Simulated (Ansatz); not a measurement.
# ZrH3 (Pm-3m): the cell at rest

Task: relax ZrH3 (Pm-3m) tightly.

Program: Ansatz 0.2.0. Level of theory: DFT PBEsol+D3(BJ), scalar-relativistic, plane waves, PAW. Results are calculated unless marked as measured.

Most raw output is cut from this account.

## (1) The starting structure

Symmetry: Pm-3m, No. 221, cubic system. The conventional cell has a = 3.126 Å, b = 3.126 Å, c = 3.126 Å, α = 90.00°, β = 90.00°, γ = 90.00°. Nearest to Zr lie 12 H at 2.21 Å. Nearest to H lie 4 Zr at 2.21 Å and 8 H at 2.21 Å. Farther neighbours are not listed.

## (2) A coarse first look

A quick single point on a coarse mesh tells whether the cell has a gap and how far it is from rest, which sets the k mesh and smearing that follow.

File input.yaml:

```yaml
crystal:
  lattice:
    - [3.126038, 0.0, 0.0]
    - [0.0, 3.126038, 0.0]
    - [0.0, 0.0, 3.126038]
  atoms:
    - { symbol: Zr, position: [0.0, 0.0, 0.0] }
    - { symbol: H, position: [0.0, 0.5, 0.5] }
    - { symbol: H, position: [0.5, 0.0, 0.5] }
    - { symbol: H, position: [0.5, 0.5, 0.0] }
kpoints:
  mp_grid: { grid: [6, 6, 6] }
hamiltonian:
  xc: pbesol
  dispersion: d3bj
scf:
  occupations: { method: gaussian, width: 0.1 }
output:
  forces: true
  stress: true
  eigenvalues: true
```

On the command line:

```sh
$ ansatz run input.yaml --threads 4 --pin off --max-ram 7168MiB --backend cpu --events-out ev --progress --plain --runs-dir out
```

Wall time 0.32 s (4 threads of Arm Neoverse V2, shared host); peak memory 0.27 GiB; 0.73 s of CPU time.

This step gave:

```
pressure          : -7.962 GPa
volume per atom   : 7.637 Å³
gap on the k-mesh : 0 eV
```

The coarse mesh shows no gap and a pressure of -8.0 GPa.

## (3) Relaxation

The cell and atoms are relaxed, since residual forces and stress would shift the frequencies.

Changes to input.yaml since step 2:

```diff
@@ -11,3 +11,3 @@
 kpoints:
-  mp_grid: { grid: [6, 6, 6] }
+  mp_grid: { grid: [12, 12, 12] }
 hamiltonian:
@@ -21 +21,6 @@
   eigenvalues: true
+relax:
+  adjacent_minimum: "off"
+  f_tol: 0.005
+  max_steps: 80
+  cell: { stress_tol: 0.05 }
```

The job ended after 3.5 s (4 threads; peak memory 0.34 GiB; 12 s of CPU time).

The steps of the relaxation:

```
step  energy less that of the first step (eV)  largest force component (eV/Å)  pressure (GPa)  volume (Å³)
   1                                   0.0000                          0.0000           -8.58        30.55
   2                                   0.0339                          0.0000           14.06        26.29
   3                                  -0.0567                          0.0000           -1.01        28.78
   4                                  -0.0576                          0.0000           -0.03        28.59
  5*                                  -0.0556                          0.0000           -0.08        28.59
   6                                  -0.0557                          0.0000            0.00        28.57
  7*                                  -0.0557                          0.0000            0.00        28.57
```

Relaxation steps marked * repeat the geometry before them on a plane-wave basis chosen anew for their cell, so energy and pressure can jump there. Relaxation step 2 was tried and not accepted.

The run keeps the 48 symmetry operations that it works with, so distortions that break them were not tested.

```
conventional cell, symmetrised  before  after  change
                         a (Å)   3.126  3.057  -2.2 %
                         b (Å)   3.126  3.057  -2.2 %
                         c (Å)   3.126  3.057  -2.2 %
              volume (Å³/atom)    7.64   7.14  -6.5 %
```

Final coordinates:

```xyz
4
Lattice="3.0572 0.0000 0.0000 0.0000 3.0572 0.0000 0.0000 0.0000 3.0572" Properties=species:S:1:pos:R:3 pbc="T T T"
Zr    0.0000    0.0000    0.0000
H     0.0000    1.5286    1.5286
H     1.5286    0.0000    1.5286
H     1.5286    1.5286    0.0000
```

Numbers from this step:

* pressure: -0.002015 GPa
* volume per atom: 7.143 Å³

In this step the volume went from 7.64 to 7.14 Å³/atom.

## (4) Relaxing to small forces for the phonons

Phonons need a cell at rest on their own settings, so the relaxation is repeated with tight tolerances on forces and stress on the k mesh and occupations of the first response run.

input.yaml, the sections that differ from step 3:

```yaml
crystal:
  lattice:
    - [3.057172147, 0.0, 0.0]
    - [0.0, 3.057172147, 0.0]
    - [0.0, 0.0, 3.057172147]
  atoms:
    - { symbol: Zr, position: [0.0, 0.0, 0.0] }
    - { symbol: H, position: [0.0, 0.5, 0.5] }
    - { symbol: H, position: [0.5, 0.0, 0.5] }
    - { symbol: H, position: [0.5, 0.5, 0.0] }
scf:
  occupations: { method: methfessel_paxton, width: 0.15 }
relax:
  adjacent_minimum: "off"
  f_tol: 0.001
  max_steps: 60
  cell: { stress_tol: 0.01 }
# kpoints, hamiltonian, output: as in step 3
```

Run time: 1.1 s. Hardware: 4 threads; peak memory 0.33 GiB; 3.7 s of CPU time.

Little changed from the start: no atom moved by 0.005 Å and no cell edge by 0.1 %.

Numbers from this step:

```
pressure : 0.003278 GPa
```

The forces vanish by symmetry and the pressure is 0.003 GPa, within the tolerances set. The cell now holds 7.14 Å³/atom.

## (5) Outcome

```
space group after relaxation : Pm-3m
lattice constant a           : 3.057 Å
lattice constant b           : 3.057 Å
lattice constant c           : 3.057 Å
volume per atom              : 7.14 Å³
```

In words: The forces vanish by symmetry and the pressure is 0.003 GPa, within the tolerances set. The cell now holds 7.14 Å³/atom. The relaxation keeps the symmetry of its start, so it says nothing on stability against lower symmetry. The runs are without spin polarisation, although the cell has an odd electron count.

[Logs are printed without paths, hosts, clocks, repeated set-up lines and the standing remarks that a program may print on its own settings, such as how far it seeks lower states.]

[Hosts, paths, dates, database ids (printed as entryN), source tags and the programs' standing remarks are cut or masked in the printed files.]
